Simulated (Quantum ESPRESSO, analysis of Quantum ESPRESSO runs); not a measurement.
## Monovacancy in W: vacancy formation, PBEsol (Quantum ESPRESSO)

Subject: monovacancy in W. Wanted: its vacancy formation, in one set-up (PBEsol, GBRV 1.5 PBEsol, 32-site cell, PBEsol lattice, k: 4x4x4). The model is a cell of 32 host atoms with 1 W taken out. The formation energy is the energy of the cell with the vacancy less that of the same number of atoms in the perfect cell. A local or semilocal functional is the cheapest first rung.

What was measured. Vacancy formation energy (middle of the quoted range, half its width as the uncertainty), printed as 3.5 to 4.1 eV: 3.8 eV (quoted in “Multiscale Modelling of Crowdion and Vacancy Defects in Body-Centred Cubic Transition Metals”, 2007, P. M. Derlet, D. Nguyen-Manh, S. L. Dudarev, quoting earlier work (1991)). The calculation is set beside it at the end.

Calculated with Quantum ESPRESSO 7.5; Quantum ESPRESSO plane-wave DFT, PBEsol, GBRV 1.5 PBEsol potentials; relaxation of all atoms of a defect supercell.

## Step 1: Set-up

The cell holds 31 atoms: 31 W. Its edges and angles: a = 8.907 Å, b = 8.907 Å, c = 8.907 Å, α = 60.0°, β = 60.0°, γ = 60.0°. It derives from W (space group Im-3m). Nearest the centre at fractional (0.500, 0.500, 0.500): W8 at 2.73 Å, W14 at 2.73 Å, W26 at 2.73 Å, W4 at 2.73 Å, W29 at 2.73 Å, W20 at 2.73 Å, W22 at 2.73 Å, W12 at 2.73 Å.

The host's primitive cell comes from a first run (Quantum ESPRESSO plane-wave DFT, PBEsol, GBRV 1.5 PBEsol potentials; relaxation of cell and atoms of a defect-free cell): vectors of 2.727, 2.727 and 2.727 Å. That is 15.62 Å³ an atom, 1.5 % under the diffraction cell's volume. The supercell is built on it.

## Step 2: Relaxation, charge 0

Every later number rests on the structure around the defect, so the atoms are relaxed at the host's lattice first.

Contents of pw.in:

```
&CONTROL
  calculation = 'relax'
  prefix = 'pwscf'
  outdir = './tmp'
  pseudo_dir = './pseudo'
  tprnfor = .true.
  disk_io = 'low'
  nstep = 70
  forc_conv_thr = 0.00078
  etot_conv_thr = 0.0001
/
&SYSTEM
  ibrav = 0
  nat = 31
  ntyp = 1
  ecutwfc = 45
  ecutrho = 360
  nbnd = 282
  occupations = 'smearing'
  smearing = 'mv'
  degauss = 0.00734986
/
&ELECTRONS
  conv_thr = 3d-08
  electron_maxstep = 100
  mixing_beta = 0.5
/
&IONS
  ion_dynamics = 'bfgs'
/
ATOMIC_SPECIES
W    183.8400 w_pbesol_v1.2.uspp.F.UPF
CELL_PARAMETERS angstrom
   0.0000000000    6.2984931941    6.2984931941
   6.2984931941    0.0000000000    6.2984931941
   6.2984931941    6.2984931941    0.0000000000
ATOMIC_POSITIONS crystal
W      0.0000000000    0.0000000000    0.0000000000
W      0.1250000000    0.1250000000    0.1250000000
W      0.2500000000    0.2500000000    0.2500000000
W      0.3750000000    0.3750000000    0.3750000000
W      0.0000000000    0.0000000000    0.5000000000
W      0.1250000000    0.1250000000    0.6250000000
W      0.2500000000    0.2500000000    0.7500000000
W      0.3750000000    0.3750000000    0.8750000000
W      0.0000000000    0.5000000000    0.0000000000
W      0.1250000000    0.6250000000    0.1250000000
W      0.2500000000    0.7500000000    0.2500000000
W      0.3750000000    0.8750000000    0.3750000000
W      0.0000000000    0.5000000000    0.5000000000
W      0.1250000000    0.6250000000    0.6250000000
W      0.2500000000    0.7500000000    0.7500000000
W      0.3750000000    0.8750000000    0.8750000000
W      0.5000000000    0.0000000000    0.0000000000
W      0.6250000000    0.1250000000    0.1250000000
W      0.7500000000    0.2500000000    0.2500000000
W      0.8750000000    0.3750000000    0.3750000000
W      0.5000000000    0.0000000000    0.5000000000
W      0.6250000000    0.1250000000    0.6250000000
W      0.7500000000    0.2500000000    0.7500000000
W      0.8750000000    0.3750000000    0.8750000000
W      0.5000000000    0.5000000000    0.0000000000
W      0.6250000000    0.6250000000    0.1250000000
W      0.7500000000    0.7500000000    0.2500000000
W      0.8750000000    0.8750000000    0.3750000000
W      0.6250000000    0.6250000000    0.6250000000
W      0.7500000000    0.7500000000    0.7500000000
W      0.8750000000    0.8750000000    0.8750000000
K_POINTS automatic
4 4 4 0 0 0
```

On the command line:

```sh
OMP_NUM_THREADS=1 mpirun -n 4 pw.x -nk 4 -in pw.in > pw.out
```

The log of the run:

```text
This program is part of the open-source Quantum ESPRESSO suite
     for quantum simulation of materials; please cite
         "P. Giannozzi et al., J. Phys.:Condens. Matter 21 395502 (2009);
         "P. Giannozzi et al., J. Phys.:Condens. Matter 29 465901 (2017);
         "P. Giannozzi et al., J. Chem. Phys. 152 154105 (2020);
          URL
     in publications or presentations arising from this work. More details at

     Message from routine setup:
     using ibrav=0 with symmetry is DISCOURAGED, use correct ibrav instead

     K-points division:     npool     =       4
     Subspace diagonalization in iterative solution of the eigenvalue problem:
     a serial algorithm will be used

     G-vector sticks info
     --------------------
     sticks:   dense  smooth     PW     G-vecs:    dense   smooth      PW
     Sum        7015    3505    955               388703   137483   19603

     Using Slab Decomposition

     bravais-lattice index     =            0
     lattice parameter (alat)  =      16.8326  a.u.
     unit-cell volume          =    3372.3807 (a.u.)^3
     number of atoms/cell      =           31
     number of atomic types    =            1
     number of electrons       =       434.00
     number of Kohn-Sham states=          282
     kinetic-energy cutoff     =      45.0000  Ry
     charge density cutoff     =     360.0000  Ry
     scf convergence threshold =      3.0E-08
     mixing beta               =       0.5000
     number of iterations used =            8  plain     mixing
     energy convergence thresh.=      1.0E-04
     force convergence thresh. =      7.8E-04
     Exchange-correlation= SLA  PW   PSX  PSC
                           (   1   4  10   8   0   0   0)
     nstep                     =           70

     celldm(1)=  16.832574  celldm(2)=   0.000000  celldm(3)=   0.000000
     celldm(4)=   0.000000  celldm(5)=   0.000000  celldm(6)=   0.000000

     crystal axes: (cart. coord. in units of alat)
               a(1) = (   0.000000   0.707107   0.707107 )
               a(2) = (   0.707107   0.000000   0.707107 )
               a(3) = (   0.707107   0.707107   0.000000 )

     reciprocal axes: (cart. coord. in units 2 pi/alat)
               b(1) = ( -0.707107  0.707107  0.707107 )
               b(2) = (  0.707107 -0.707107  0.707107 )
               b(3) = (  0.707107  0.707107 -0.707107 )

     PseudoPot. # 1 for W  read from file:
     w_pbesol_v1.2.uspp.F.UPF
     Pseudo is Ultrasoft + core correction, Zval = 14.0
     Generated by new atomic code, or converted to UPF format
     Using radial grid of  923 points,  8 beta functions with:
                l(1) =   0
                l(2) =   0
                l(3) =   0
                l(4) =   1
                l(5) =   1
                l(6) =   2
                l(7) =   2
                l(8) =   3
     Q(r) pseudized with  6 coefficients,  rinner =    1.350   1.350   1.350
                                                       1.350   1.350   1.350
                                                       1.350

     atomic species   valence    mass     pseudopotential
     W                14.00   183.84000     W ( 1.00)

     48 Sym. Ops., with inversion, found

   Cartesian axes

     site n.     atom                  positions (alat units)
         1        W      tau(   1) = (   0.0000000   0.0000000   0.0000000  )
         2        W      tau(   2) = (   0.1767767   0.1767767   0.1767767  )
         3        W      tau(   3) = (   0.3535534   0.3535534   0.3535534  )
         4        W      tau(   4) = (   0.5303301   0.5303301   0.5303301  )
         5        W      tau(   5) = (   0.3535534   0.3535534   0.0000000  )
         6        W      tau(   6) = (   0.5303301   0.5303301   0.1767767  )
         7        W      tau(   7) = (   0.7071068   0.7071068   0.3535534  )
         8        W      tau(   8) = (   0.8838835   0.8838835   0.5303301  )
         9        W      tau(   9) = (   0.3535534   0.0000000   0.3535534  )
        10        W      tau(  10) = (   0.5303301   0.1767767   0.5303301  )
        11        W      tau(  11) = (   0.7071068   0.3535534   0.7071068  )
        12        W      tau(  12) = (   0.8838835   0.5303301   0.8838835  )
        13        W      tau(  13) = (   0.7071068   0.3535534   0.3535534  )
        14        W      tau(  14) = (   0.8838835   0.5303301   0.5303301  )
        15        W      tau(  15) = (   1.0606602   0.7071068   0.7071068  )
        16        W      tau(  16) = (   1.2374369   0.8838835   0.8838835  )
[...]
24        W      tau(  24) = (   0.8838835   1.2374369   0.8838835  )
        25        W      tau(  25) = (   0.3535534   0.3535534   0.7071068  )
        26        W      tau(  26) = (   0.5303301   0.5303301   0.8838835  )
        27        W      tau(  27) = (   0.7071068   0.7071068   1.0606602  )
        28        W      tau(  28) = (   0.8838835   0.8838835   1.2374369  )
        29        W      tau(  29) = (   0.8838835   0.8838835   0.8838835  )
        30        W      tau(  30) = (   1.0606602   1.0606602   1.0606602  )
        31        W      tau(  31) = (   1.2374369   1.2374369   1.2374369  )

     number of k points=     8  Marzari-Vanderbilt smearing, width (Ry)=  0.0073
                       cart. coord. in units 2pi/alat
        k(    1) = (   0.0000000   0.0000000   0.0000000), wk =   0.0312500
        k(    2) = (   0.1767767   0.1767767  -0.1767767), wk =   0.2500000
        k(    3) = (  -0.3535534  -0.3535534   0.3535534), wk =   0.1250000
        k(    4) = (   0.3535534   0.0000000   0.0000000), wk =   0.1875000
        k(    5) = (  -0.1767767  -0.5303301   0.5303301), wk =   0.7500000
        k(    6) = (   0.0000000  -0.3535534   0.3535534), wk =   0.3750000
        k(    7) = (  -0.7071068   0.0000000   0.0000000), wk =   0.0937500
        k(    8) = (  -0.7071068   0.3535534   0.0000000), wk =   0.1875000

     Dense  grid:   388703 G-vectors     FFT dimensions: ( 108, 108, 108)

     Smooth grid:   137483 G-vectors     FFT dimensions: (  72,  72,  72)

     Initial potential from superposition of free atoms

     starting charge     430.8904, renormalised to     434.0000

     negative rho (up, down):  1.937E+00 0.000E+00
     Starting wfcs are  403 randomized atomic wfcs

     Self-consistent Calculation

     iteration #  1     ecut=    45.00 Ry     beta= 0.50
     Davidson diagonalization with overlap
     ethr =  1.00E-02,  avg # of iterations =  2.0

     Threshold (ethr) on eigenvalues was too large:
     Diagonalizing with lowered threshold

[...]
!    total energy              =   -4930.14338535 Ry
[...]
smearing contrib. (-TS)   =      -0.00080596 Ry
     internal energy E=F+TS    =   -4930.14257939 Ry

     The total energy is F=E-TS. E is the sum of the following terms:
     one-electron contribution =    -546.83725175 Ry
     hartree contribution      =     528.04441925 Ry
     xc contribution           =   -1271.85796137 Ry
     ewald contribution        =   -3639.49178552 Ry

     convergence has been achieved in  10 iterations

[...]
Forces acting on atoms (cartesian axes, Ry/au):

[...]
Total force =     0.002608     Total SCF correction =     0.000062
     Energy error            =      1.6E-04 Ry
     Gradient error          =      5.2E-04 Ry/Bohr

     number of scf cycles    =   4
     number of bfgs steps    =   3

     energy             old  =   -4930.1432208883 Ry
     energy             new  =   -4930.1433853481 Ry

     CASE: energy            _new < energy            _old

     new trust radius        =       0.0008990534 bohr
     new conv_thr            =       0.0000000003 Ry

ATOMIC_POSITIONS (crystal)
[...]
NEW-OLD atomic charge density approx. for the potential

[...]
Self-consistent Calculation

[...]
Threshold (ethr) on eigenvalues was too large:
     Diagonalizing with lowered threshold

[...]
total energy              =   -4930.14338650 Ry
[...]
iteration #  2     ecut=    45.00 Ry     beta= 0.50
     Davidson diagonalization with overlap
     ethr =  1.57E-09,  avg # of iterations =  4.5

[...]
total energy              =   -4930.14338005 Ry
     estimated scf accuracy    <       0.00013027 Ry

     iteration #  3     ecut=    45.00 Ry     beta= 0.50
     Davidson diagonalization with overlap
     ethr =  1.57E-09,  avg # of iterations =  4.4

     negative rho (up, down):  2.051E+00 0.000E+00

     total energy              =   -4930.14339056 Ry
     estimated scf accuracy    <       0.00000030 Ry

     iteration #  4     ecut=    45.00 Ry     beta= 0.50
     Davidson diagonalization with overlap
     ethr =  7.01E-11,  avg # of iterations =  4.1

     negative rho (up, down):  2.051E+00 0.000E+00

     total energy              =   -4930.14339062 Ry
     estimated scf accuracy    <       0.00000030 Ry

     iteration #  5     ecut=    45.00 Ry     beta= 0.50
     Davidson diagonalization with overlap
     ethr =  6.86E-11,  avg # of iterations =  2.1

     negative rho (up, down):  2.051E+00 0.000E+00

     total energy              =   -4930.14339065 Ry
     estimated scf accuracy    <       0.00000007 Ry

     iteration #  6     ecut=    45.00 Ry     beta= 0.50
     Davidson diagonalization with overlap
     ethr =  1.50E-11,  avg # of iterations =  2.0

     negative rho (up, down):  2.051E+00 0.000E+00

     total energy              =   -4930.14339066 Ry
     estimated scf accuracy    <          9.1E-09 Ry

     iteration #  7     ecut=    45.00 Ry     beta= 0.50
     Davidson diagonalization with overlap
     ethr =  2.10E-12,  avg # of iterations =  2.0

     negative rho (up, down):  2.051E+00 0.000E+00

     total energy              =   -4930.14339066 Ry
     estimated scf accuracy    <          6.6E-10 Ry

     iteration #  8     ecut=    45.00 Ry     beta= 0.50
     Davidson diagonalization with overlap
     ethr =  1.51E-13,  avg # of iterations =  3.5

     negative rho (up, down):  2.051E+00 0.000E+00

     total energy              =   -4930.14339066 Ry
     estimated scf accuracy    <          3.7E-10 Ry

     iteration #  9     ecut=    45.00 Ry     beta= 0.50
     Davidson diagonalization with overlap
     ethr =  1.00E-13,  avg # of iterations =  2.0

     negative rho (up, down):  2.051E+00 0.000E+00

     End of self-consistent calculation

          k = 0.0000 0.0000 0.0000 ( 17153 PWs)   bands (ev):

[...]
25.5961  25.5961

          k = 0.1768 0.1768-0.1768 ( 17177 PWs)   bands (ev):

[...]
25.7446  25.7759

          k =-0.3536-0.3536 0.3536 ( 17196 PWs)   bands (ev):

[...]
26.1111  26.1280

          k = 0.3536 0.0000 0.0000 ( 17137 PWs)   bands (ev):

[...]
25.7467  25.7664

          k =-0.1768-0.5303 0.5303 ( 17210 PWs)   bands (ev):

[...]
26.1771  26.2227

          k = 0.0000-0.3536 0.3536 ( 17188 PWs)   bands (ev):

[...]
25.9053  25.9751

          k =-0.7071 0.0000 0.0000 ( 17182 PWs)   bands (ev):

[...]
25.9585  25.9585

          k =-0.7071 0.3536 0.0000 ( 17244 PWs)   bands (ev):

[...]
22.3888  22.3888  22.4214  22.4388  22.4615  22.5376  22.6446  22.6446
    22.8592  22.9260  22.9260  23.0081  23.0620  23.0620  23.1011  23.1269
    23.1715  23.2131  23.2567  23.2567  23.2905  23.3474  23.3474  23.3621
    23.4244  23.4244  23.5050  23.6644  23.8047  24.2043  24.2043  24.3193
    24.5686  24.5686  24.5817  24.6871  24.7131  24.7164  24.7938  24.7938
    24.8478  24.8478  24.8574  25.0058  25.0468  25.0882  25.0882  25.1474
    25.2073  25.2348  25.2348  25.2351  25.2881  25.3000  25.3000  25.3135
    25.3135  25.3184  25.3391  25.3491  25.3491  25.3953  25.4477  26.2699
    26.2699  26.3585

     the Fermi energy is    21.9255 ev

!    total energy              =   -4930.14339066 Ry
     estimated scf accuracy    <          1.7E-11 Ry
     smearing contrib. (-TS)   =      -0.00081288 Ry
     internal energy E=F+TS    =   -4930.14257777 Ry

     The total energy is F=E-TS. E is the sum of the following terms:
     one-electron contribution =    -546.73625335 Ry
     hartree contribution      =     527.99446062 Ry
     xc contribution           =   -1271.85763828 Ry
     ewald contribution        =   -3639.54314677 Ry

     convergence has been achieved in   9 iterations

     negative rho (up, down):  2.051E+00 0.000E+00

     Forces acting on atoms (cartesian axes, Ry/au):

[...]
atom   24 type  1   force =     0.00027357   -0.00027357    0.00027357
     atom   25 type  1   force =     0.00000000   -0.00000000   -0.00000000
     atom   26 type  1   force =     0.00002030    0.00002030   -0.00002030
     atom   27 type  1   force =     0.00000000   -0.00000000    0.00002270
     atom   28 type  1   force =     0.00027357    0.00027357   -0.00027357
     atom   29 type  1   force =    -0.00002030   -0.00002030   -0.00002030
     atom   30 type  1   force =     0.00000000    0.00000000    0.00000000
     atom   31 type  1   force =    -0.00027357   -0.00027357   -0.00027357

     Total force =     0.001345     Total SCF correction =     0.000028
     Energy error            =      5.3E-06 Ry
     Gradient error          =      2.7E-04 Ry/Bohr

     bfgs converged in   5 scf cycles and   4 bfgs steps
     (criteria: energy <  1.0E-04 Ry, force <  7.8E-04 Ry/Bohr)

     End of BFGS Geometry Optimization

     Final energy             =   -4930.1433906559 Ry

     File ./tmp/pwscf.bfgs deleted, as requested
Begin final coordinates

ATOMIC_POSITIONS (crystal)
[...]
W                0.8753027955        0.3740916136        0.8753027955
W                0.5000000000        0.5000000000        0.0000000000
W                0.6239427485        0.6239427485        0.1281717545
W                0.7480368495        0.7480368495        0.2519631505
W                0.8753027955        0.8753027955        0.3740916136
W                0.6239427485        0.6239427485        0.6239427485
W                0.7500000000        0.7500000000        0.7500000000
W                0.8753027955        0.8753027955        0.8753027955
End final coordinates

=------------------------------------------------------------------------------=
   JOB DONE.
=------------------------------------------------------------------------------=
```

The job ended after 55 min (4 MPI ranks of Arm Neoverse V1, shared host; peak memory 5.2 GiB; 3.7 h of CPU time).

The steps of the relaxation:

```
step  energy less that of the first step (eV)
   0                                   0.0000
   1                                  -0.0538
   2                                  -0.0799
   3                                  -0.0822
   4                                  -0.0822
```

The atoms that moved most (Å):

```
atom      dx      dy      dz  length
  W7   0.000   0.000   0.025   0.025
 W11   0.000   0.025   0.000   0.025
 W15  -0.025   0.000   0.000   0.025
 W19   0.025   0.000   0.000   0.025
 W23   0.000  -0.025   0.000   0.025
 W27   0.000   0.000  -0.025   0.025
  W8  -0.013  -0.013   0.013   0.023
  W4   0.013   0.013   0.013   0.023
```

The relaxed structure:

```xyz
31
Lattice="0.0000 6.2985 6.2985 6.2985 0.0000 6.2985 6.2985 6.2985 0.0000" Properties=species:S:1:pos:R:3 pbc="T T T"
W     0.0000    0.0000    0.0000
W     1.5708    1.5708    1.5708
W     3.1492    3.1492    3.1492
W     4.7372    4.7372    4.7372
W     3.1492    3.1492    0.0000
W     4.7277    4.7277    1.5708
W     6.2985    6.2985    3.1740
W     7.8598    7.8598    4.7372
W     3.1492    0.0000    3.1492
W     4.7277    1.5708    4.7277
W     6.2985    3.1740    6.2985
W     7.8598    4.7372    7.8598
W     6.2985    3.1492    3.1492
W     7.8598    4.7372    4.7372
W     9.4230    6.2985    6.2985
W    11.0262    7.8693    7.8693
W     0.0000    3.1492    3.1492
W     1.5708    4.7277    4.7277
W     3.1740    6.2985    6.2985
W     4.7372    7.8598    7.8598
W     3.1492    6.2985    3.1492
W     4.7372    7.8598    4.7372
W     6.2985    9.4230    6.2985
W     7.8693   11.0262    7.8693
W     3.1492    3.1492    6.2985
W     4.7372    4.7372    7.8598
W     6.2985    6.2985    9.4230
W     7.8693    7.8693   11.0262
W     7.8598    7.8598    7.8598
W     9.4477    9.4477    9.4477
W    11.0262   11.0262   11.0262
```

Neighbours of the ideal centre at the end:

```
atom  distance (Å)
  W4         2.704
 W14         2.704
 W29         2.704
 W20         2.704
 W22         2.704
 W26         2.704
 W12         2.704
  W8         2.704
```

First to last step the energy falls by 0.082 eV; the largest move, 0.025 Å, is that of W7 and 5 other atoms alike.

(Continued in part 2 of 2.)

[Logs are printed without paths, hosts, clocks, repeated set-up lines and the standing remarks that a program may print on its own settings, such as how far it seeks lower states.]

[Hosts, paths, dates, database ids (printed as entryN), source tags and the programs' standing remarks are cut or masked in the printed files.]

[For some hosts the program warned that the k-mesh of the response run may be too coarse for force constants and the static dielectric constant; such warnings are not shown here.]
